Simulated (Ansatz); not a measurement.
## SiC (P6_3mc):Al_Si, thermodynamic levels from a 108-atom cell

Charge states of Al_Si in SiC (P6_3mc), set against the band edges. Model: a cell of 108 host atoms with 1 Si taken out and 1 Al put in.

Calculated with Ansatz 0.2.0; place-levels on r2SCAN runs: charge-transition levels and formation energies with image-charge correction and potential alignment at the atomic sites; PAW set soft_1.

The experiments to compare with:

For SiC, 6H (bulk crystal, literature), “Charge spill-out and work function of few-layer graphene on SiC(0001)” (2018, arxiv:1806.04908) quotes earlier work: band gap (indirect gap, experimental literature value) 3.03 eV [Literature value cited in passing in the theory part; temperature and measurement method …].

Most raw output is cut from this account.

### 1. Set-up

The cell holds 108 atoms: 53 Si, 54 C and 1 Al. Cell: a = 9.236 Å, b = 9.236 Å, c = 15.108 Å, α = 90.0°, β = 90.0°, γ = 120.0°. It derives from SiC (space group P6_3mc). Nearest the centre at fractional (0.667, 0.667, 0.500): Al101 at 0.00 Å, C71 at 1.89 Å, C107 at 1.89 Å, C59 at 1.89 Å, C104 at 1.89 Å, Si77 at 3.08 Å, Si53 at 3.08 Å, Si5 at 3.08 Å.

Screening for the image-charge correction: ε∞ = (7.09, 7.09, 7.35), ε0 = (10.43, 10.43, 10.95), computed on the host (DFPT, PBEsol, on the r2SCAN cell), and a cell off the functional's own equilibrium shifts the ionic part.

The cell's shortest repeat is 9.2 Å.

### 2. Charge states

A transition level is the Fermi level at which two charge states cost the same, so each charge needs its own total energy, at its own relaxed structure.

Random displacements of about 0.05 Å break the site symmetry at the start, so that the relaxation can reach a distorted minimum if there is one. Forces are taken at one point at (¼, ¼, ¼). The cell holds 1 electron more than the neutral one, with a uniform background that keeps it neutral on the whole.

The sampling was tested on the host first: at the k-points planned (1x1x1 shifted 0.25 0.25 0.25) its energy lies -0.041 eV an atom from the dense-mesh value, a large miss, so this sampling is coarse for the host.

One state's input; the others differ in charge, spin, start and seed, and in occupations where the table says so.

The input, qm1.relax/input.yaml:

```yaml
crystal:
  lattice:
    - [3.07866498, 0.0, 0.0]
    - [-1.53933249, 2.66620208, 0.0]
    - [0.0, 0.0, 15.1078644]
  atoms:
    - { symbol: Si, position: [0.33333333, 0.66666667, 0.8329854] }
    - { symbol: Si, position: [0.66666667, 0.33333333, 0.3329854] }
    - { symbol: Si, position: [0.66666667, 0.33333333, 0.66650102] }
    - { symbol: Si, position: [0.33333333, 0.66666667, 0.16650102] }
    - { symbol: Si, position: [0.0, 0.0, 0.49972248] }
    - { symbol: Si, position: [0.0, 0.0, 0.99972248] }
    - { symbol: C, position: [0.0, 0.0, 0.87436694] }
    - { symbol: C, position: [0.0, 0.0, 0.37436694] }
    - { symbol: C, position: [0.33333333, 0.66666667, 0.70799668] }
    - { symbol: C, position: [0.66666667, 0.33333333, 0.20799668] }
    - { symbol: C, position: [0.66666667, 0.33333333, 0.54152848] }
    - { symbol: C, position: [0.33333333, 0.66666667, 0.04152848] }
  supercell: [3, 3, 1]
  defects: [{ substitution: { at: 100, symbol: Al } }]
total_charge: -1
basis:
  ecutwfc: 500
  xc_grid: 2
hamiltonian:
  xc: r2scan
  pseudopotentials: { kind: paw, azcp: { folder: soft_1 } }
kpoints:
  mp_grid: { grid: [1, 1, 1], shift: [0.25, 0.25, 0.25] }
scf:
  occupations: { method: fixed }
  max_iter: 100
output:
  forces: true
  charged_corrections:
    epsilon: [7.09, 7.09, 7.35]
    static_epsilon: [10.43, 10.43, 10.95]
relax:
  f_tol: 0.02
  max_steps: 80
  random_displacement: { amplitude: 0.05, seed: 4907 }
checkpoint:
  write: "../qm1.relax.run"
  compress: false
  write_wavefunctions: true
  write_every: 100000
```

Launch:

```sh
> ansatz run input.yaml --threads 4 --pin off --max-ram 15073MiB --backend cpu --events-out ev --progress --plain --runs-dir out
```

Defect states can disperse in a cell of this size, so the energy is taken again at a 2×2×2 shifted mesh, on the relaxed structure.

The run of this state that the levels use, under r2SCAN:

The input, qm1.point/input.yaml:

```yaml
crystal:
  checkpoint: "../qm1.relax.run"
  host: checkpoint
total_charge: -1
basis:
  ecutwfc: 500
  xc_grid: 2
hamiltonian:
  xc: r2scan
  pseudopotentials: { kind: paw, azcp: { folder: soft_1 } }
kpoints:
  mp_grid: { grid: [2, 2, 2], shift: [0.5, 0.5, 0.5] }
scf:
  occupations: { method: fermi_dirac, width: 0.01 }
  max_iter: 100
output:
  forces: true
  eigenvalues: true
  charged_corrections:
    epsilon: [7.09, 7.09, 7.35]
    static_epsilon: [10.43, 10.43, 10.95]
    defect_position: [0.666667, 0.666667, 0.499722]
  eigenstates: { localisation: true }
  populations: true
  band_densities: [{ bands: [v1, v1] }, { bands: [c1, c1] }]
  write_density: true
  write_potential: true
  volumetric_format: npy
checkpoint:
  read: "../qm1.relax.run"
  write: "../qm1.point.run"
  compress: false
  write_wavefunctions: false
  write_every: 100000
```

Relaxations under r2SCAN at one point at (¼, ¼, ¼); times on 4 threads of Arm Neoverse V1, shared host:

```csv
charge,moment (μB),occupations,outcome,steps,largest displacement against the far atoms (Å),time
−1,0,fixed,converged,5,0.09,2.9 min
0,1,fixed,converged,7,0.12,10 min
+1,0,fixed,converged,6,0.13,3.6 min
+1,2,fixed,converged,7,0.12,9.5 min
```

Single points under r2SCAN at a 2×2×2 shifted mesh; times on 4 threads of Arm Neoverse V1, shared host:

```csv
charge,moment (μB),occupations,outcome,time
−1,0,fermi-dirac,converged,3.5 min
0,1,fermi-dirac,converged,9.4 min
+1,0,fermi-dirac,converged,4.1 min
+1,2,fermi-dirac,converged,8.9 min
```

Distances (Å) from Al101 to the nearest atoms after relaxation with r2SCAN:

```csv
charge,moment (μB),1.,2.,3.,4.,5.,6.
−1,0,C 1.96,C 1.97,C 1.97,C 1.98,Si 3.07,Si 3.07
0,1,C 1.96,C 1.97,C 1.97,C 2.01,Si 3.05,Si 3.06
+1,0,C 1.95,C 1.96,C 1.99,C 2.00,Si 3.06,Si 3.06
+1,2,C 1.96,C 1.98,C 1.98,C 2.01,Si 3.06,Si 3.07
```

### 3. Placing the levels, r2SCAN

A charged cell interacts with its images and the background, and its potential has another zero than the host's. place-levels removes the first by a point-charge model, screened by the static dielectric constant since the ions have relaxed around the charge, and the second by comparing potentials at atoms far from the defect.

The host is a run of the defect-free crystal in the same cutoffs, grids and k-points, so that basis and sampling errors cancel in part in the differences. The host is run in a cell of 12 atoms on a matching mesh. Its band edges are searched through the zone by a band path, so the gap is smaller than, or equal to, that on the mesh. Chemical potentials are energies per atom of Si (diamond) and Al (fcc), run with the same functional and cutoff.

The input, levels.point.yaml:

```yaml
host:
  run: host.point.run
states: [qm1.point.run, q0_M1.point.run, qp1.point.run, qp1_M2.point.run]
geometry_from:
  qm1.point.run: qm1.relax.run
  q0_M1.point.run: q0_M1.relax.run
  qp1.point.run: qp1.relax.run
  qp1_M2.point.run: qp1_M2.relax.run
  host.point.run: host.relax.run
chemical_potentials:
  Si:
    energy: -639.06578
    dataset: <sha256 of the dataset>
  Al:
    energy: -540.418346
    dataset: <sha256 of the dataset>
epsilon: [7.09, 7.09, 7.35]
static_epsilon: [10.43, 10.43, 10.95]
vertical:
  - { from: qm1.point.run, to: qm1.point_neutral.run }
  - { from: qp1.point.run, to: qp1.point_neutral.run }
  - { from: qp1_M2.point.run, to: qp1_M2.point_neutral.run }
```

Launch:

```sh
> ansatz place-levels levels.point.yaml -- --threads 4 --pin off --max-ram 15073MiB
```

Wall time 0.64 s (4 threads of Arm Neoverse V1, shared host).

Levels between the charges placed, in eV above the valence top:

```csv
,gap (eV),(+1/0),(0/−1)
r2SCAN,2.37,-0.03,0.08
```

Corrections by state:

```csv
charge,moment (μB),image terms and alignment (eV),band filling (eV),ε used,"over the lowest of its charge, as the program ranks them, band filling apart (eV)"
+1,0.0,0.007,-0.159,"principal values (10.43, 10.43, 10.95)",0.000
0,1.0,0.000,-,-,0.000
−1,0.0,0.181,-,"principal values (10.43, 10.43, 10.95)",0.000
+1,2.0,0.018,-,"principal values (10.43, 10.43, 10.95)",0.058
```

The charged structures listed were also run neutral, and place-levels reads from each pair, by the potential or the spins, how wide the charge is by which they differ; that can be the carrier of either run.

```csv
charge,rms radius (Å),spread where it is widest against the cell (Å),wide from (Å),reading
+1,6.5,2.89,1.39,wide
−1,5.0,2.62,1.39,wide
```

The neutral runs of these pairs need not share the spin of the lowest neutral state, and very wide values only mean spread over the cell.

From the program's caveats on the states, each cut to its opening words:

- charge +1: it parts from the run at its places by a charge that spreads by about 2.9 Å along one vector (1.4 Å or more is wide), by its potential at epsilon [7.09, 7.09, [...]
- charge +1: a band-filling correction moves a carrier to the host's band edge, which changes its energy by -0.159 eV
- charge +1: its alignment with the host at atomic sites is doubtful: the mean over the far sites moves by +0.0905 eV from their farther parts to their nearer, more than [...]
- charge +1: the host's ions (past the first shell or, of a walk that freed a part, those that it held) aren't shown at rest: they stand up to 0.025 Å off their sites, 0.25 [...]
- charge +1: its sublattices stand up to 0.0166 Å off the host's, which by the two runs' forces adds about +0.03 eV to its energy against the host's, and moves the band [...]
- charge 0 (1 μB): its moments are held at its close (magnetization.spin_locking), by a field of 0.029 eV a Bohr magneton, and its energy and levels are of the state that this [...]
- charge 0 (1 μB), +1 (2 μB): flagged: stability check not made
- charge −1: how wide its charge is, is not read beside other atoms or cores, and a band state would take no correction
- charge +1 (2 μB): it parts from the run at its places by a charge that spreads by about 5.3 Å along one vector (2.6 Å or more is wide), by its potential at epsilon [7.09, 7.09, [...]
- charge +1 (2 μB): its alignment with the host at atomic sites is doubtful: the mean over the far sites moves by +0.1029 eV from their farther parts to their nearer, more than [...]
- charge +1 (2 μB): the host's ions (past the first shell or, of a walk that freed a part, those that it held) aren't shown at rest: they stand up to 0.020 Å off their sites, 0.35 [...]
- charge +1 (2 μB): its moments are held at its close (magnetization.spin_locking), by a field of 0.067 eV a Bohr magneton, and its energy and levels are of the state that this [...]

The host's formation energy from the elements is -0.356 eV per atom; it sets how far the chemical potentials can move.

Limit set by the element alone; other compounds of these elements are not counted. Chemical potentials from the elements' reference states: C 0.00 eV, Si -0.71 eV, Al 0.00 eV. Formation energy by charge state (C-rich; gap 2.37 eV):

```csv
charge,at valence top (eV),at conduction bottom (eV),correction included (eV)
+1,1.15,3.52,-0.15
0,1.12,1.12,0.00
−1,1.20,-1.17,0.18
```

(Fermi level (eV), lowest formation energy (eV)): (0.00, 1.12), (0.22, 0.99), (0.43, 0.77), (0.65, 0.55), (0.86, 0.34), (1.08, 0.12), (1.29, -0.09), (1.51, -0.31), (1.72, -0.52), (1.94, -0.74), (2.15, -0.95), (2.37, -1.17)

Limit set by the element alone; other compounds of these elements are not counted. Chemical potentials from the elements' reference states: Si 0.00 eV, C -0.71 eV, Al 0.00 eV. Formation energy by charge state (Si-rich; gap 2.37 eV):

```csv
charge,at valence top (eV),at conduction bottom (eV),correction included (eV)
+1,1.87,4.23,-0.15
0,1.83,1.83,0.00
−1,1.91,-0.46,0.18
```

```
Fermi level (eV)  lowest formation energy (eV)
            0.00                          1.83
            0.22                          1.70
            0.43                          1.48
            0.65                          1.27
            0.86                          1.05
            1.08                          0.84
            1.29                          0.62
            1.51                          0.41
            1.72                          0.19
            1.94                         -0.03
            2.15                         -0.24
            2.37                         -0.46
```

### 4. The same at the relaxations' own k-points

The relaxations' own energies give the levels at their sampling, for comparison.

The input, levels.relax_mesh.yaml:

```yaml
host:
  run: host.relax.run
states: [qm1.relax.run, q0_M1.relax.run, qp1.relax.run, qp1_M2.relax.run]
chemical_potentials:
  Si:
    energy: -639.06578
    dataset: <sha256 of the dataset>
  Al:
    energy: -540.418346
    dataset: <sha256 of the dataset>
```

Launch:

```sh
> ansatz place-levels levels.relax_mesh.yaml -- --threads 4 --pin off --max-ram 15073MiB
```

Wall time 0.19 s (4 threads).

Levels between neighbouring charges, in eV above the valence top:

```csv
,gap (eV),(+1/0),(0/−1)
"one point at (¼, ¼, ¼)",2.38,0.00,0.01
a 2×2×2 shifted mesh,2.37,-0.03,0.08
```

Going from one point at (¼, ¼, ¼) to a 2×2×2 shifted mesh moves the levels that carry no band-filling term by up to 0.07 eV and formation energies against the elements by up to 0.11 eV; band-filling terms, which differ between samplings, are in these energies.

### 5. What came out

| Item | Value |
| --- | --- |
| gap of the host | 2.37 eV (r2SCAN) |
| level (plus 1/0) | 0.03 eV below the valence top (-0.19 eV above the valence top without the band-filling term) |
| level (0/minus 1) | 0.08 eV above the valence top |
| lowest of the charges placed, just above the valence top (0.02 eV) | 0 |
| lowest of the charges placed, just below the conduction bottom (0.02 eV) | −1 |
| lowest formation energy at mid-gap of the charges run, C-rich | 0.02 eV |
| lowest formation energy at mid-gap of the charges run, Si-rich | 0.73 eV |

In words: Of the charges placed (−1, 0 and +1), the lowest changes at 0.08 eV (0/−1) above the valence top, in a gap of 2.37 eV. (0/−1) lies nearer to a band edge than the share of the finite-size correction in it (0.18 eV), and that correction holds for a localised charge alone. (0/−1) lies 0.08 eV from a band edge, less than the doubt on such levels. Charges below −1 were not placed, so these runs say nothing of levels that involve them. States placed: +1 at 0 μB and 2 μB; 0 at 1 μB; −1 at 0 μB. Other spin states or structures, where not listed, weren't placed. The program finds carriers beyond a band edge of the host and adds a band-filling term at charge +1 (-0.16 eV); steps to such a charge show no bound level, and a defect level inside a band would be read the same way. Al is taken at its element; compounds, which aren't counted here, bound the chemical potentials and would shift these formation energies. Going from one point at (¼, ¼, ¼) to a 2×2×2 shifted mesh moves the levels that carry no band-filling term by up to 0.07 eV and formation energies against the elements by up to 0.11 eV; band-filling terms, which differ between samplings, are in these energies. The program doubts the alignment of potentials for at least one state, a sign that the cell is small. What this leaves open: r2SCAN makes the gap too small and tends to spread out bound carriers; force components of up to 0.39 eV/Å remain in a run at the final settings.

Calculation against experiment:

```
                             quantity  measured           r2SCAN
band gap (least gap of the host) (eV)      3.03  2.37 (-0.66 eV)
```

Measured values from arxiv:1806.04908 (2018).

Verdict: The band gap is off by -0.66 eV: a clear miss. Local and semilocal functionals usually give gaps below the measured ones. Zero-point and thermal motion shift the measured gap.

[Logs are printed without paths, hosts, clocks, repeated set-up lines and the standing remarks that a program may print on its own settings, such as how far it seeks lower states.]

[Hosts, paths, dates, database ids (printed as entryN), source tags and the programs' standing remarks are cut or masked in the printed files.]

[Where a table of states has a column of steps, it counts the stored structures, which are thinned; the runs took as many ionic steps or more.]

[A defect's name tells the site on which it was built; relaxed atoms can leave that site.]

[For some hosts the program warned that the k-mesh of the response run may be too coarse for force constants and the static dielectric constant; such warnings are not shown here.]
